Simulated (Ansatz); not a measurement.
# One crystal, many levels of theory: LiCl (Fm-3m)

Aim: the gap of LiCl (Fm-3m) at several levels of theory on one structure, with the time that each takes.

Main program and level: Ansatz 0.2.0; density functionals, hybrids and G0W0, plane waves, PAW.

Most raw output is cut from this account.

In doubt: masses and optical values from hybrid runs of this build are listed as unsure (steps 9, 10), which bears on the screening that GW takes from such a start.

### 1. Set-up

It takes space group Fm-3m (No. 225, cubic). The conventional cell has a = 5.143 Å, b = 5.143 Å, c = 5.143 Å, α = 90.00°, β = 90.00°, γ = 90.00°. Nearest to Li lie 6 Cl at 2.57 Å. Nearest to Cl lie 6 Li at 2.57 Å. Farther neighbours and most contacts between anions are not listed.

The cell and positions come from the Crystallography Open Database and are kept as given unless a step says otherwise.

The logs state that the PAW files were generated under PBE.

### 2. LDA on the 8×8×8 mesh

This step: DFT, LDA, plane waves, PAW; PAW set soft_1.

The input, input.yaml:

```yaml
crystal:
  lattice:
    - [0.0, 2.5715, 2.5715]
    - [2.5715, 0.0, 2.5715]
    - [2.5715, 2.5715, 0.0]
  atoms:
    - { symbol: Li, position: [0.0, 0.0, 0.0] }
    - { symbol: Cl, position: [0.5, 0.5, 0.5] }
kpoints:
  mp_grid: { grid: [8, 8, 8] }
  band_path:
    path:
      - [0.0, 0.0, 0.0]
      - [0.5, 0.0, 0.5]
      - [0.625, 0.25, 0.625]
      - [0.375, 0.375, 0.75]
      - [0.5, 0.5, 0.5]
      - [0.5, 0.25, 0.75]
      - [0.075, 0.075, 0.15]
    npoints: 1
hamiltonian:
  xc: lda
  pseudopotentials: { kind: paw, azcp: { folder: soft_1 }, xc_functional: pbe }
scf:
  occupations: { method: fixed }
  n_extra_bands: 4
output:
  eigenvalues: true
```

The run is started by

```sh
$ ansatz run input.yaml --threads 24 --pin off --max-ram 82944MiB --backend cuda --events-out ev --progress --plain --runs-dir out --devices 1 --max-vram 78GiB
```

Run time: 0.98 s. Hardware: 1 × NVIDIA GB200 (shared by 2 runs) with 24 threads of Arm Neoverse V2, shared host; peak memory 0.88 GiB; 1.4 s of CPU time.

Numbers from this step:

```
gap                  : 5.940 eV
valence top at       : k = (0.075, 0.075, 0.150)
conduction bottom at : Γ
least direct gap     : 5.944 eV
```

Over mesh and listed points the gap is 5.940 eV, from k = (0.075, 0.075, 0.150) to k = Γ. The least direct gap found is 5.944 eV, at k = Γ. On the 8×8×8 mesh alone the same run gives 5.944 eV, so that mesh misses an edge of LDA: 5.944 − 5.940 = +0.004 eV.

### 3. PBE on the 8×8×8 mesh

Levels along a band path and on the mesh show where this functional puts the band edges.

This step: DFT, PBE, plane waves, PAW; PAW set soft_1.

input.yaml, the sections that differ from step 2:

```yaml
kpoints:
  mp_grid: { grid: [8, 8, 8] }
  band_path:
    path:
      - [[0.0, 0.0, 0.0], [0.5, 0.0, 0.5], [0.625, 0.25, 0.625]]
      - [[0.375, 0.375, 0.75], [0.0, 0.0, 0.0], [0.5, 0.5, 0.5], [0.5, 0.25, 0.75], [0.5, 0.0, 0.5]]
    npoints: 10
hamiltonian:
  xc: pbe
  pseudopotentials: { kind: paw, azcp: { folder: soft_1 } }
scf:
  occupations: { method: fermi_dirac, width: 0.02 }
  n_extra_bands: 4
# crystal, output: as in step 2
```

Elapsed: 0.97 s, on 1 × NVIDIA GB200 (shared by 2 runs) with 24 threads; peak memory 0.97 GiB.

Numbers from this step:

```yaml
filled_bands: 5
gap: 6.284 eV
valence_top_at: k = (0.075, 0.075, 0.150)
conduction_bottom_at: Γ
least_direct_gap: 6.287 eV
```

Over mesh and path the gap is 6.284 eV, from k = (0.075, 0.075, 0.150) to k = Γ. The least direct gap found is 6.287 eV, at k = Γ. On the 8×8×8 mesh alone the same run gives 6.287 eV, so that mesh misses an edge of PBE: 6.287 − 6.284 = +0.003 eV. PBE against LDA: 6.284 − 5.940 = +0.344 eV, with the same mesh, files and cutoff, and both edges at the same k points.

### 4. r2SCAN on the 8×8×8 mesh

r2SCAN is a meta-GGA: it depends on the kinetic-energy density as well as on the density and its gradient.

This step: DFT, r2SCAN, plane waves, PAW; PAW set soft_1.

input.yaml, the sections that differ from step 3:

```yaml
kpoints:
  mp_grid: { grid: [8, 8, 8] }
  band_path:
    path:
      - [0.0, 0.0, 0.0]
      - [0.5, 0.0, 0.5]
      - [0.625, 0.25, 0.625]
      - [0.375, 0.375, 0.75]
      - [0.5, 0.5, 0.5]
      - [0.5, 0.25, 0.75]
      - [0.075, 0.075, 0.15]
    npoints: 1
hamiltonian:
  xc: r2scan
  pseudopotentials: { kind: paw, azcp: { folder: soft_1 } }
scf:
  occupations: { method: fixed }
  n_extra_bands: 4
# crystal, output: as in step 3
```

It took 1.1 s on 1 × NVIDIA GB200 (shared by 2 runs) with 24 threads; peak memory 1.1 GiB.

Numbers from this step:

```yaml
gap: 7.179 eV
valence_top_at: k = (0.075, 0.075, 0.150)
conduction_bottom_at: Γ
least_direct_gap: 7.179 eV
```

Over mesh and listed points the gap is 7.179 eV, from k = (0.075, 0.075, 0.150) to k = Γ, and equal within 1 meV to the least direct gap at k = Γ. r2SCAN against PBE: 7.179 − 6.284 = +0.895 eV. The runs also differ in plane-wave cutoff (420 eV and 500 eV), so how much of this comes from the functional alone is not known.

### 5. HSE06 on the 6×6×6 mesh

HSE06 mixes in a quarter of exact exchange at short range.

This step: DFT, HSE06, plane waves, PAW; PAW set soft_1.

input.yaml: that of step 4 with these lines changed.

```diff
@@ -9,3 +9,3 @@
 kpoints:
-  mp_grid: { grid: [8, 8, 8] }
+  mp_grid: { grid: [6, 6, 6] }
   band_path:
@@ -21,3 +21,3 @@
 hamiltonian:
-  xc: r2scan
+  xc: hse06
   pseudopotentials: { kind: paw, azcp: { folder: soft_1 } }
```

Run time: 2.6 s. Hardware: 1 × NVIDIA GB200 (shared by 2 runs) with 24 threads; peak memory 1.2 GiB.

Numbers from this step:

| Quantity | Value |
| --- | --- |
| gap | 7.675 eV |
| valence top at | k = (0.075, 0.075, 0.150) |
| conduction bottom at | Γ |
| least direct gap | 7.677 eV |
| exact-exchange fraction | 0.25 |

Over mesh and listed points the gap is 7.675 eV, from k = (0.075, 0.075, 0.150) to k = Γ. The least direct gap found is 7.677 eV, at k = Γ. On the 6×6×6 mesh alone the same run gives 7.677 eV, so that mesh misses an edge of HSE06: 7.677 − 7.675 = +0.002 eV. HSE06 against PBE: 7.675 − 6.284 = +1.391 eV. The runs also differ in mesh (8×8×8 and 6×6×6), so how much of this comes from the functional alone is not known.

### 6. PBE0 on the 6×6×6 mesh

PBE0 mixes in a quarter of exact exchange at all distances.

This step: DFT, PBE0, plane waves, PAW; PAW set soft_1.

input.yaml: that of step 5 with these lines changed.

```diff
@@ -21,3 +21,3 @@
 hamiltonian:
-  xc: hse06
+  xc: pbe0
   pseudopotentials: { kind: paw, azcp: { folder: soft_1 } }
```

It took 2.8 s on 1 × NVIDIA GB200 (shared by 2 runs) with 24 threads; peak memory 1.2 GiB; 8.9 s of CPU time.

This step gave:

| Quantity | Value |
| --- | --- |
| gap | 8.392 eV |
| valence top at | k = (0.075, 0.075, 0.150) |
| conduction bottom at | Γ |
| least direct gap | 8.395 eV |
| exact-exchange fraction | 0.25 |

Over mesh and listed points the gap is 8.392 eV, from k = (0.075, 0.075, 0.150) to k = Γ. The least direct gap found is 8.395 eV, at k = Γ. On the 6×6×6 mesh alone the same run gives 8.395 eV, so that mesh misses an edge of PBE0: 8.395 − 8.392 = +0.003 eV. PBE0 against HSE06: 8.392 − 7.675 = +0.717 eV, with the same mesh, files and cutoff, and both edges at the same k points.

### 7. DDH-PBE0 on the 6×6×6 mesh

The input asks for a share of exact exchange of one over the crystal's ε∞, which the program works out first.

This step: DFT, dielectric-dependent PBE0 (fraction 1/eps_inf of PBE), plane waves, PAW; PAW set soft_1.

input.yaml: that of step 6 with these lines changed.

```diff
@@ -8,2 +8,3 @@
     - { symbol: Cl, position: [0.5, 0.5, 0.5] }
+  host: atoms
 kpoints:
@@ -21,3 +22,6 @@
 hamiltonian:
-  xc: pbe0
+  xc:
+    exchange: pbe
+    correlation: pbe
+    exx: { coeff: inverse_dielectric }
   pseudopotentials: { kind: paw, azcp: { folder: soft_1 } }
```

It took 3.3 s on 1 × NVIDIA GB200 (shared by 2 runs) with 24 threads; peak memory 1.3 GiB.

This step gave:

```
gap                     : 9.155 eV
valence top at          : k = (0.075, 0.075, 0.150)
conduction bottom at    : Γ
least direct gap        : 9.157 eV
exact-exchange fraction : 0.3391
```

Over mesh and listed points the gap is 9.155 eV, from k = (0.075, 0.075, 0.150) to k = Γ. The least direct gap found is 9.157 eV, at k = Γ. On the 6×6×6 mesh alone the same run gives 9.157 eV, so that mesh misses an edge of DDH-PBE0: 9.157 − 9.155 = +0.002 eV. DDH-PBE0 against PBE0: 9.155 − 8.392 = +0.763 eV, with the same mesh, files and cutoff, and both edges at the same k points.

### 8. G0W0@PBE, 6×6×6 mesh, 218 empty bands, screening to 200 eV, PAW set soft_1 files

G0W0 replaces the xc potential by a self-energy built once from the orbitals of the start. Levels are corrected in the window of bands that the input names, at points of the mesh.

This step: G0W0 on PBE, plane waves, PAW; PAW set soft_1.

The input, input.yaml:

```yaml
crystal:
  lattice:
    - [0.0, 2.5715, 2.5715]
    - [2.5715, 0.0, 2.5715]
    - [2.5715, 2.5715, 0.0]
  atoms:
    - { symbol: Li, position: [0.0, 0.0, 0.0] }
    - { symbol: Cl, position: [0.5, 0.5, 0.5] }
kpoints:
  mp_grid: { grid: [6, 6, 6] }
hamiltonian:
  xc: pbe
  pseudopotentials: { kind: paw, azcp: { folder: soft_1 } }
scf:
  occupations: { method: fixed }
gw:
  n_empty_bands: 218
  ecut_chi: 200.0
  qp_bands: [v2, c2]
  qp_kpoints: band_edges
  screening: { model: contour_deformation }
```

The job ended after 2.8 s (1 × NVIDIA GB200 (shared by 2 runs) with 24 threads; peak memory 1.2 GiB; 13 s of CPU time).

This step gave:

```
bands summed                                    : 223
RPA ε∞ on this mesh (eigenvalues)               : 2.750, 2.750, 2.750
plane waves in the screening matrix             : 229
G0W0 gap over the corrected points              : 8.836 eV
k of the valence top                            : 0, 0, 0
k of the conduction bottom                      : 0, 0, 0
starting gap on the mesh                        : 6.287 eV
Z at the valence top                            : 0.7989
Z at the conduction bottom                      : 0.8447
least direct G0W0 gap over the corrected points : 8.836 eV
```

Over 12 of 16 irreducible mesh points the G0W0 gap is 8.836 eV, direct, at k = Γ. The PBE gap of this run on the mesh is 6.287 eV. The two states that bound the G0W0 gap lie that far apart at the start, so the correction of the gap is 8.836 − 6.287 = +2.549 eV.

### 9. G0W0@HSE06, 6×6×6 mesh, 101 empty bands, screening to 120 eV, PAW set soft_1 files

This step: G0W0 on HSE06, plane waves, PAW; PAW set soft_1.

input.yaml: that of step 8 with these lines changed.

```diff
@@ -11,3 +11,3 @@
 hamiltonian:
-  xc: pbe
+  xc: hse06
   pseudopotentials: { kind: paw, azcp: { folder: soft_1 } }
@@ -16,4 +16,4 @@
 gw:
-  n_empty_bands: 218
-  ecut_chi: 200.0
+  n_empty_bands: 101
+  ecut_chi: 120
   qp_bands: [v2, c2]
```

It took 6.4 s on 1 × NVIDIA GB200 (shared by 2 runs) with 24 threads; peak memory 1.3 GiB.

Numbers from this step:

| Item | Value |
| --- | --- |
| bands summed | 106 |
| RPA ε∞ on this mesh (eigenvalues) | 2.471, 2.471, 2.471 |
| plane waves in the screening matrix | 113 |
| G0W0 gap over the corrected points | 9.336 eV |
| k of the valence top | 0, 0, 0 |
| k of the conduction bottom | 0, 0, 0 |
| starting gap on the mesh | 7.677 eV |
| Z at the valence top | 0.8267 |
| Z at the conduction bottom | 0.8651 |
| least direct G0W0 gap over the corrected points | 9.336 eV |

Over 12 of 16 irreducible mesh points the G0W0 gap is 9.336 eV, direct, at k = Γ. The HSE06 gap of this run on the mesh is 7.677 eV. The two states that bound the G0W0 gap lie that far apart at the start, so the correction of the gap is 9.336 − 7.677 = +1.659 eV. G0W0@HSE06 against G0W0@PBE with 106 bands (a further run, in the table below): 9.336 − 8.712 = +0.624 eV, with the same mesh, files and cutoffs, and both edges at the same k points.

### 10. G0W0@PBE0, 6×6×6 mesh, 101 empty bands, screening to 120 eV, PAW set soft_1 files

This step: G0W0 on PBE0, plane waves, PAW; PAW set soft_1.

input.yaml: that of step 9 with these lines changed.

```diff
@@ -11,3 +11,3 @@
 hamiltonian:
-  xc: hse06
+  xc: pbe0
   pseudopotentials: { kind: paw, azcp: { folder: soft_1 } }
```

Wall time 6.6 s (1 × NVIDIA GB200 (shared by 2 runs) with 24 threads); peak memory 1.3 GiB.

Numbers from this step:

```
bands summed                                    : 106
RPA ε∞ on this mesh (eigenvalues)               : 2.392, 2.392, 2.392
plane waves in the screening matrix             : 113
G0W0 gap over the corrected points              : 9.542 eV
k of the valence top                            : 0, 0, 0
k of the conduction bottom                      : 0, 0, 0
starting gap on the mesh                        : 8.395 eV
Z at the valence top                            : 0.8356
Z at the conduction bottom                      : 0.8720
least direct G0W0 gap over the corrected points : 9.542 eV
```

Over 11 of 16 irreducible mesh points the G0W0 gap is 9.542 eV, direct, at k = Γ. The PBE0 gap of this run on the mesh is 8.395 eV. The two states that bound the G0W0 gap lie that far apart at the start, so the correction of the gap is 9.542 − 8.395 = +1.147 eV. G0W0@PBE0 against G0W0@HSE06 with 106 bands: 9.542 − 9.336 = +0.206 eV, with the same mesh, files and cutoffs, and both edges at the same k points.

### 11. All levels together

Each gap is the least one over the points named; times are wall times on shared hosts, not benchmarks. A G0W0 time includes the run's own self-consistent start. Runs with listed points see these and the mesh alone, so an edge that moves elsewhere is missed. Rows marked * are further runs, not shown as steps, whose inputs differ from the G0W0 step on the same start in the columns given; solver thresholds can differ too.

```csv
level,mesh,"files, cutoff","bands summed, screening",points,gap (eV),valence top,conduction bottom,least direct gap (eV),time
LDA,8×8×8,"soft_1 PAW, 420 eV",-,mesh and listed points,5.940,"(0.075, 0.075, 0.150)",Γ,5.944,0.98 s
PBE,8×8×8,"soft_1 PAW, 420 eV",-,mesh and path,6.284,"(0.075, 0.075, 0.150)",Γ,6.287,0.97 s
r2SCAN,8×8×8,"soft_1 PAW, 500 eV",-,mesh and listed points,7.179,"(0.075, 0.075, 0.150)",Γ,7.179,1.1 s
HSE06,6×6×6,"soft_1 PAW, 420 eV",-,mesh and listed points,7.675,"(0.075, 0.075, 0.150)",Γ,7.677,2.6 s
PBE0,6×6×6,"soft_1 PAW, 420 eV",-,mesh and listed points,8.392,"(0.075, 0.075, 0.150)",Γ,8.395,2.8 s
DDH-PBE0,6×6×6,"soft_1 PAW, 420 eV",-,mesh and listed points,9.155,"(0.075, 0.075, 0.150)",Γ,9.157,3.3 s
G0W0@PBE*,6×6×6,"soft_1 PAW, 420 eV","40, 60 eV",12 of 16 irreducible mesh points,8.493,Γ,Γ,8.493,2.6 s
G0W0@PBE*,6×6×6,"soft_1 PAW, 420 eV","106, 120 eV",12 of 16 irreducible mesh points,8.712,Γ,Γ,8.712,2.6 s
G0W0@PBE,6×6×6,"soft_1 PAW, 420 eV","223, 200 eV",12 of 16 irreducible mesh points,8.836,Γ,Γ,8.836,2.8 s
G0W0@PBE*,4×4×4,"soft_1 PAW, 420 eV","106, 120 eV",7 of 8 irreducible mesh points,8.713,Γ,Γ,8.713,1.5 s
G0W0@HSE06,6×6×6,"soft_1 PAW, 420 eV","106, 120 eV",12 of 16 irreducible mesh points,9.336,Γ,Γ,9.336,6.4 s
G0W0@PBE0,6×6×6,"soft_1 PAW, 420 eV","106, 120 eV",11 of 16 irreducible mesh points,9.542,Γ,Γ,9.542,6.6 s
```

### 12. Summary of results

| Quantity | Value |
| --- | --- |
| LDA, over mesh and listed points | 5.940 eV |
| PBE, over mesh and path | 6.284 eV |
| r2SCAN, over mesh and listed points | 7.179 eV |
| HSE06, over mesh and listed points | 7.675 eV |
| PBE0, over mesh and listed points | 8.392 eV |
| DDH-PBE0, over mesh and listed points | 9.155 eV |
| G0W0@PBE (223 bands, 6×6×6), over 12 of 16 irreducible mesh points | 8.836 eV |
| G0W0@HSE06, over 12 of 16 irreducible mesh points | 9.336 eV |
| G0W0@PBE0, over 11 of 16 irreducible mesh points | 9.542 eV |
| known limits | finite bands, screening cutoff and k mesh; no spin-orbit coupling in G0W0 |

What this shows: The rows run from 5.940 eV (LDA) to 9.542 eV (G0W0@PBE0). They differ in mesh, plane-wave cutoff, bands and screening cutoff of G0W0 and the points over which the gap was sought as well as in level, so only pairs that share these are like for like. PBE against LDA: 6.284 − 5.940 = +0.344 eV, with the same mesh, files and cutoff, and both edges at the same k points. PBE0 against HSE06: 8.392 − 7.675 = +0.717 eV, with the same mesh, files and cutoff, and both edges at the same k points. DDH-PBE0 against PBE0: 9.155 − 8.392 = +0.763 eV, with the same mesh, files and cutoff, and both edges at the same k points. G0W0@HSE06 against G0W0@PBE with 106 bands: 9.336 − 8.712 = +0.624 eV, with the same mesh, files and cutoffs, and both edges at the same k points. G0W0@PBE0 against G0W0@HSE06 with 106 bands: 9.542 − 9.336 = +0.206 eV, with the same mesh, files and cutoffs, and both edges at the same k points. The dielectric-dependent hybrid took 0.339 of exact exchange, against 0.25 in PBE0. G0W0@PBE (223 bands, 6×6×6) moves the gap of its own start on the mesh by 8.836 − 6.287 = +2.549 eV, between the same two levels. Over mesh and path, PBE puts the valence top at k = (0.075, 0.075, 0.150), where no G0W0 correction was computed. The G0W0 gap over the whole zone is therefore not known from this run; at its settings it can only be equal to or under the 8.836 eV found, and no correction is carried over from another point. For the start itself the gap is 6.284 eV over mesh and path and 6.287 eV on the mesh of the G0W0 run, in runs that differ in mesh (8×8×8 and 6×6×6). G0W0@HSE06 moves the gap of its own start on the mesh by 9.336 − 7.677 = +1.659 eV, between the same two levels. Over mesh and listed points, HSE06 puts the valence top at k = (0.075, 0.075, 0.150), where no G0W0 correction was computed. The G0W0 gap over the whole zone is therefore not known from this run; at its settings it can only be equal to or under the 9.336 eV found, and no correction is carried over from another point. For the start itself the gap is 7.675 eV over mesh and listed points and 7.677 eV on the mesh of the G0W0 run. G0W0@PBE0 moves the gap of its own start on the mesh by 9.542 − 8.395 = +1.147 eV, between the same two levels. Over mesh and listed points, PBE0 puts the valence top at k = (0.075, 0.075, 0.150), where no G0W0 correction was computed. The G0W0 gap over the whole zone is therefore not known from this run; at its settings it can only be equal to or under the 9.542 eV found, and no correction is carried over from another point. For the start itself the gap is 8.392 eV over mesh and listed points and 8.395 eV on the mesh of the G0W0 run. For G0W0@PBE: from 40 bands and 60 eV to 223 bands and 200 eV the gap moves by 8.836 − 8.493 = +0.343 eV (rung by rung 8.493, 8.712, 8.836 eV); bands and screening cutoff rise together, so their parts are not told apart. A line in one over the bands through the two highest rungs gives 8.836 + (8.836 − 8.712) × 106 / (223 − 106) = 8.948 eV, and through the pair below 8.712 + (8.712 − 8.493) × 40 / (106 − 40) = 8.845 eV. The two differ by 0.103 eV, not under the 0.030 eV asked, so the law does not hold well over these rungs and the limit is not known. The other G0W0 rows are shown at one basis each (106 bands), so their distance from the limit is not known here. With the 4×4×4 mesh in place of the 6×6×6 mesh and all else as in the G0W0@PBE row with 106 bands, the gap differs by 8.713 − 8.712 = +0.001 eV, and that of the start by 6.285 − 6.287 = −0.002 eV. The G0W0 runs are scalar-relativistic. G0W0@PBE runs of this series with other atomic data on the same mesh, not shown as steps, give 8.710 eV (hard PAW, 780 eV, 106 bands, screening to 120 eV; the table's row with the same empty bands and screening cutoff has 8.712 eV); where bands and cutoffs differ too, the part of the files is not isolated.

[Paths, hosts, dates, memory and timing lines, banners, echoed tables and standing remarks are left out of the program output.]

[Logs are printed without paths, hosts, clocks, repeated set-up lines and the standing remarks that a program may print on its own settings, such as how far it seeks lower states.]

[Runs of the session that timed out or met a known fault of the program may be left out.]

[Cells called generated may have been cut or substituted from an entry of the Crystallography Open Database or the Materials Project.]

[Hosts, paths, dates, database ids (printed as entryN), source tags and the programs' standing remarks are cut or masked in the printed files.]

[Where an RPA ε∞ is given, it is that of the G0W0 mesh and is not shown converged in it. Names of k-points follow the symmetry that the program found, which can be lower than the space group named. Band edges on a path are those of the sampled points; other points can move an edge, and change direct to indirect where valleys lie close.]

[Hybrid gaps are those of their k-mesh and are not shown converged in it.]
